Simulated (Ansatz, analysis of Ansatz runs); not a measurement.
# K4Fe2O5 (P2_1/c): a line between two Fe sites for an added electron, part 2 of 2

Aim: the energy barrier that a trapped electron meets when it moves from one Fe atom to another one nearby in K4Fe2O5 (P2_1/c). The model is a cell of 66 host atoms.

Ansatz 0.2.0; plane-wave PAW DFT, PBEsol+U; relaxation of all atoms of a supercell at fixed charge in a uniform background; PAW set soft_1.

So far. Step 2 (The cell without the carrier): The largest displacement from an ideal site is 0.010 Å. Step 3 (The electron on the first site): The largest changes of the moments are -0.42 μB on Fe32, -0.16 μB on O57 and -0.05 μB on O47. The largest part sits on the chosen site.

**4. The electron on the second site**

The same start is made on the second site, to get the end of the hop.

File B.relax/input.yaml:

```yaml
crystal:
  lattice:
    - [12.7289732, 5.94492745, -0.02100428]
    - [-6.3644866, 5.94492745, 0.01050214]
    - [-2.45292738, 0.0, 9.68671688]
  atoms:
    - { symbol: K, position: [0.215264, 0.161874, 0.016252] }
    - { symbol: K, position: [0.548479, 0.828373, 0.016267] }
[... 5 atom lines left out ...]
    - { symbol: K, position: [0.451379, 0.170399, 0.983423] }
[... 2 atom lines left out ...]
    - { symbol: K, position: [0.333892, 0.576286, 0.837004] }
[... 17 atom lines left out ...]
    - { symbol: Fe, position: [0.430299, 0.452742, 0.155781], spin: 4.0 }
[... 2 atom lines left out ...]
    - { symbol: Fe, position: [0.569685, 0.54618, 0.844007], spin: 5.0 }
[... 20 atom lines left out ...]
    - { symbol: O, position: [0.504258, 0.502313, -0.009895] }
[... 12 atom lines left out ...]
    - { symbol: O, position: [0.958592, 0.780867, 0.597562] }
total_charge: -1
basis:
  ecutwfc: 420
  xc_grid: 2
hamiltonian:
  xc: pbesol
  hubbard:
    sites: [{ species: Fe, l: d, u_eff: 5.0 }]
    projectors: ortho-atomic
  pseudopotentials: { kind: paw, azcp: { folder: soft_1 }, xc_functional: pbe }
kpoints:
  mp_grid: { grid: [1, 1, 1] }
magnetization:
  spin_polarized: true
  initial_magnetization: 59
  spin_locking: { lock_magnetization: hard }
scf:
  occupations: { method: fermi_dirac, width: 0.01 }
  max_iter: 120
  lower_state_search: "off"
output:
  forces: true
relax:
  f_tol: 0.015
  max_steps: 70
  escape_saddle: false
checkpoint:
  write: "../B.relax.run"
  compress: false
  write_wavefunctions: true
  write_every: 100000
```

Command:

```console
ansatz run input.yaml --threads 32 --pin off --max-ram 84787MiB --backend cuda --events-out ev --progress --plain --runs-dir out --max-vram 78GiB
```

Numbers of over 12 decimals in the logs are rounded to 6 here.

What it wrote:

```text
[...]
Crystal: 66 atoms, lattice volume = 1099.072 Å³
Basis set: ecut = 420 eV, 21501 PW (Γ), exchange–correlation on 192×120×144 points (8 copies of the dense FFT grid, shifted against one another)
Bands: 390, of which v1, the nominal top of the filled ones, is band 295 counted from 1 (294 counted from 0)
Symmetry: 1 space group operations
[...]
k-points: 1
[...]
Starting moments: Σ|m| = 59 μB on 12 of 66 sites
[...]
SCF iter   1: F=—  HF=-106608.916573 eV  |Δ(HF+E_count)|=         —  Δρ=4.87e-2 (↑4.87e-2 ↓4.29e-2)  dr2=1.49e2  dr2_m=2.84e0  M=59.000 μB ∫|m|=59.134 μB  Hψ=2959
[...]
SCF iter   2: F=—  HF=-106585.728587 eV  |Δ(HF+E_count)|=    2.32e1  Δρ=2.38e-2 (↑2.22e-2 ↓2.38e-2)  dr2=4.38e1  dr2_m=1.35e0  M=59.000 μB ∫|m|=59.279 μB  Hψ=1513
[...]
Per-site moments (μB) at R_I (Å): [(0.00346815, 1.056944), (0.00507581, 1.087756), (0.00437342, 1.081827), [... 6 left out ...]
Free energy (F): -106577.784004 eV
[...]
Internal energy: -106577.784004 eV  (E = F + TS)
E sigma→0 (E₀):  -106577.784004 eV
Fermi energy:    7.403445 (↑ 7.563734, ↓ 7.403445) eV
[...]
--- Forces (eV/Å), atoms counted from 1 ---
  atom   1  K     -0.00004705    -0.00028348     0.00036278
  atom   2  K     -0.00280262     0.00160759     0.00039819
  [... 4 atoms left out ...]
  [... 60 more lines of this table ...]
  max |Σ_I F_I| component: 5.03e-5 eV/Å
--- Band table (eV) ---
[...]
Occupation matrices written to <dir>
--- Relaxed structure (7 steps of the walk, 7 accepted, 0 SCFs on fresh bases) ---
  F+E_penalty+E_count = -106577.78400426 eV   max|allowed force component| = 6.349e-3 eV/Å
  atoms:
    - { symbol: K, position: [0.217673, 0.162571, 0.021965] }
    - { symbol: K, position: [0.548171, 0.826310, 0.015395] }
    [... 4 atoms left out ...]
  [... 60 more lines of this table ...]
[key lines of the parts left out:]
SCF converged after 17 iterations
Magnetization: 59.0000 μB (324.0000 up, 265.0000 down)
```

Run time: 11 s. Hardware: 1 × NVIDIA GB200 with 32 threads of Arm Neoverse V2, shared host; peak memory 1.6 GiB; 38 s of CPU time.

Distances from Fe29 without and with the electron:

| atom | without (Å) | with (Å) |
| --- | --- | --- |
| O43 | 1.83 | 1.91 |
| O53 | 1.93 | 2.07 |
| O38 | 1.94 | 2.12 |
| O59 | 1.95 | 2.04 |

The largest changes of the moments are -0.42 μB on Fe29, -0.16 μB on O43 and -0.05 μB on O59. The largest part sits on the chosen site.

**5. Points on the line between the two structures**

All atoms move on the straight line between the two relaxed structures, 2.61 amu^1/2 Å long in mass-weighted terms. Each point starts from the state of the point before, once from either end, so that both localised states can be followed; the midpoint is also started with the carrier shared.

File A.x0500/input.yaml:

```yaml
crystal:
  lattice:
    - [12.7289732, 5.94492745, -0.02100428]
    - [-6.3644866, 5.94492745, 0.01050214]
    - [-2.45292738, 0.0, 9.68671688]
  atoms:
    - { symbol: K, position: [0.216959, 0.161925, 0.019897] }
    - { symbol: K, position: [0.548892, 0.82576, 0.014275] }
[... 5 atom lines left out ...]
    - { symbol: K, position: [0.451156, 0.173368, 0.985453] }
[... 2 atom lines left out ...]
    - { symbol: K, position: [0.337091, 0.573888, 0.842702] }
[... 17 atom lines left out ...]
    - { symbol: Fe, position: [0.427225, 0.455191, 0.157318], spin: 5.0 }
[... 2 atom lines left out ...]
    - { symbol: Fe, position: [0.572815, 0.54394, 0.842415], spin: 4.0 }
[... 20 atom lines left out ...]
    - { symbol: O, position: [0.500001, 0.499557, -0.000156] }
[... 12 atom lines left out ...]
    - { symbol: O, position: [0.958421, 0.781228, 0.59657] }
total_charge: -1
basis:
  ecutwfc: 420
  xc_grid: 2
hamiltonian:
  xc: pbesol
  hubbard:
    sites: [{ species: Fe, l: d, u_eff: 5.0 }]
    projectors: ortho-atomic
  pseudopotentials: { kind: paw, azcp: { folder: soft_1 }, xc_functional: pbe }
kpoints:
  mp_grid: { grid: [1, 1, 1] }
magnetization:
  spin_polarized: true
  initial_magnetization: 59
  spin_locking: { lock_magnetization: hard }
scf:
  occupations: { method: fermi_dirac, width: 0.01 }
  max_iter: 120
  lower_state_search: "off"
output:
  forces: true
  eigenvalues: true
  eigenstates: { localisation: true }
  write_density: true
  write_potential: true
  volumetric_format: npy
checkpoint:
  read: "../A.x0375.run"
  write: "../A.x0500.run"
  compress: false
  write_wavefunctions: true
  write_every: 100000
```

What it wrote:

```text
[...]
Warning: checkpoint.read: the run can stay near the saved state's solution: 66 site(s) moved relative to the saved geometry (max |Δs| = 2.619e-3 fractional); [...]
[...]
Crystal: 66 atoms, lattice volume = 1099.072 Å³
Basis set: ecut = 420 eV, 21501 PW (Γ), exchange–correlation on 192×120×144 points (8 copies of the dense FFT grid, shifted against one another)
Bands: 390, of which v1, the nominal top of the filled ones, is band 295 counted from 1 (294 counted from 0)
Symmetry: 1 space group operations
[...]
k-points: 1
[...]
Starting moments: Σ|m| = 59 μB on 12 of 66 sites; this step starts from the density that it was given
[...]
iter 1 solved again at ethr=5.81e-6 eV; its pass at ethr=3.10e-3 eV (dr2=3.42e-2 eV) is discarded
[...]
SCF iter   6: F=—  HF=-106577.507974 eV  |Δ(HF+E_count)|=   5.03e-3  Δρ=2.93e-4 (↑1.16e-4 ↓2.93e-4)  dr2=9.23e-4  dr2_m=3.07e-4  M=59.000 μB ∫|m|=59.130 μB  Hψ=1549
[...]
SCF iter  51: F=—  HF=-106577.525141 eV  |Δ(HF+E_count)|=   4.71e-7  Δρ=3.48e-6 (↑8.24e-7 ↓3.48e-6)  dr2=1.77e-7  dr2_m=2.35e-8  M=59.000 μB ∫|m|=59.129 μB  Hψ=5717
[...]
SCF iter  53: F=-106577.525142 eV  HF=-106577.525141 eV  |Δ(HF+E_count)|=   1.69e-7  Δρ=1.89e-6 (↑4.23e-7 ↓1.89e-6)  dr2=2.36e-8  dr2_m=8.87e-9  M=59.000 μB ∫|m|=59.129 μB  Hψ=4630
SCF 1 converged in 53 iterations: F = -106577.525142 eV  dr2 = 2.36e-8
[...]
SCF converged after 53 iterations
[...]
Magnetization: 59.0000 μB (324.0000 up, 265.0000 down)
Absolute magnetization: 59.1306 μB (∫|ρ↑−ρ↓|, with the PAW one-centre terms)
[...]
Per-site moments (μB) at R_I (Å): [(0.00378818, 1.068120), (0.00432385, 1.091860), (0.00367156, 1.066905), [... 6 left out ...]
Free energy (F): -106577.525142 eV
[...]
Internal energy: -106577.525142 eV  (E = F + TS)
E sigma→0 (E₀):  -106577.525142 eV
Fermi energy:    7.463487 (↑ 7.528055, ↓ 7.463487) eV
[...]
--- Forces (eV/Å), atoms counted from 1 ---
  atom   1  K     -0.00279164    -0.00084923     0.00516127
  atom   2  K      0.00107041    -0.00465602    -0.00764719
  [... 4 atoms left out ...]
  [... 60 more lines of this table ...]
  max |Σ_I F_I| component: 5.14e-5 eV/Å
--- Band table (eV) ---
[...]
Occupation matrices written to <dir>
```

The job ended after 4 s (1 × NVIDIA GB200 with 32 threads; peak memory 1.4 GiB; 14 s of CPU time).

States next to the filling edge at the first k-point, on the run's own zero (eigenstates.tsv). The participation number counts the atoms that a state is spread over, of 66; bands count from 0.

| spin | band | energy (eV) | occupation | participation | largest share on | share |
| --- | --- | --- | --- | --- | --- | --- |
| down | 259 | 5.292 | 1.00 | 20.1 | O65 | 0.10 |
| down | 260 | 5.312 | 1.00 | 21.6 | O50 | 0.10 |
| down | 261 | 5.490 | 1.00 | 6.6 | O57 | 0.31 |
| down | 262 | 5.505 | 1.00 | 5.4 | O43 | 0.34 |
| down | 263 | 5.574 | 1.00 | 5.5 | O43 | 0.29 |
| down | 264 | 7.071 | 1.00 | 3.6 | Fe29 | 0.37 |
| down | 265 | 7.856 | 0.00 | 4.4 | Fe32 | 0.32 |
| down | 266 | 8.146 | 0.00 | 7.5 | Fe25 | 0.22 |
| down | 267 | 8.186 | 0.00 | 9.8 | Fe25 | 0.18 |
| down | 268 | 8.254 | 0.00 | 10.3 | Fe30 | 0.16 |
| down | 269 | 8.313 | 0.00 | 11.5 | Fe25 | 0.17 |
| up | 318 | 6.085 | 1.00 | 30.3 | O61 | 0.05 |
| up | 319 | 6.090 | 1.00 | 18.6 | O57 | 0.11 |
| up | 320 | 6.141 | 1.00 | 19.4 | O57 | 0.10 |
| up | 321 | 6.144 | 1.00 | 26.8 | O43 | 0.08 |
| up | 322 | 6.297 | 1.00 | 11.0 | O43 | 0.16 |
| up | 323 | 6.438 | 1.00 | 18.5 | O53 | 0.12 |
| up | 324 | 8.618 | 0.00 | 62.3 | K6 | 0.02 |
| up | 325 | 10.164 | 0.00 | 53.3 | K17 | 0.03 |
| up | 326 | 10.176 | 0.00 | 53.9 | K21 | 0.03 |
| up | 327 | 10.597 | 0.00 | 58.6 | K10 | 0.03 |
| up | 328 | 11.076 | 0.00 | 52.2 | K12 | 0.03 |

Under PBEsol+U (5 eV) at the zone centre alone, the highest filled state is spin down, spread over 4 of 66 atoms, and the lowest empty one, 0.79 eV above it, is spin down, spread over 4 of 66 atoms.

Free energies from the first end:

| started from | fraction | energy (eV) | moment change on Fe32 (μB) | on Fe29 (μB) |
| --- | --- | --- | --- | --- |
| first site | 0 | 0.000 | -0.42 | -0.01 |
| first site | 0.125 | 0.020 | -0.42 | -0.01 |
| first site | 0.25 | 0.077 | -0.42 | 0.00 |
| first site | 0.375 | 0.166 | -0.41 | -0.01 |
| first site | 0.5 | 0.259 | -0.20 | -0.20 |
| first site | 0.625 | 0.166 | -0.01 | -0.41 |
| second site | 0.875 | 0.020 | -0.01 | -0.42 |
| second site | 0.75 | 0.077 | 0.00 | -0.42 |
| second site | 0.625 | 0.166 | -0.01 | -0.41 |
| second site | 0.5 | 0.259 | -0.20 | -0.20 |
| second site | 0.375 | 0.166 | -0.41 | -0.01 |
| shared | 0.5 | 0.259 | -0.20 | -0.20 |
| second site | 1 | 0.000 | -0.01 | -0.42 |

**6. Results**

```
barrier forward                               : 0.26 eV
barrier backward                              : 0.26 eV
distance of the two sites without the carrier : 3.85 Å
carrier at the midpoint                       : shared
```

In words: On this line the electron must cross 0.26 eV to hop 3.85 Å; both ends have the same energy within 0.005 eV. At the midpoint the lowest state found shares the carrier between both sites, and no finished start kept it on one. That fits an adiabatic hop but does not prove it, since self-interaction left by this U favours sharing too. With an assumed attempt frequency of 1e13 per second the rate at 300 K would be 4e+08 per second for this barrier, if every crossing succeeded. A straight line need not be the lowest path, so the true barrier at this U can be lower, or higher if the ends can still break their symmetry. A shorter hop, 3.56 Å to Fe26, was not computed. No run compares the localised electron with one spread in the band, so its binding is unknown and the barrier may exceed it. The magnetic order was assumed and need not be the ground state. The total moment is locked, so a carrier of the other spin direction was not tried. The program's search for lower electronic states was switched off in all runs, so that each state is followed; none is shown to be the lowest at its structure. No image-charge correction is applied; it nearly cancels along the line while the charge stays localised. Keep in mind: sampling at the zone centre alone can move energies of charged and open-shell states by tenths of an eV or more in cells of this size; the images are only 8.7 Å apart; gap and trapping depend on the U chosen (Fe d 5.0 eV).

[Logs are printed without paths, hosts, clocks, repeated set-up lines and the standing remarks that a program may print on its own settings, such as how far it seeks lower states.]

[Hosts, paths, dates, database ids (printed as entryN), source tags and the programs' standing remarks are cut or masked in the printed files.]
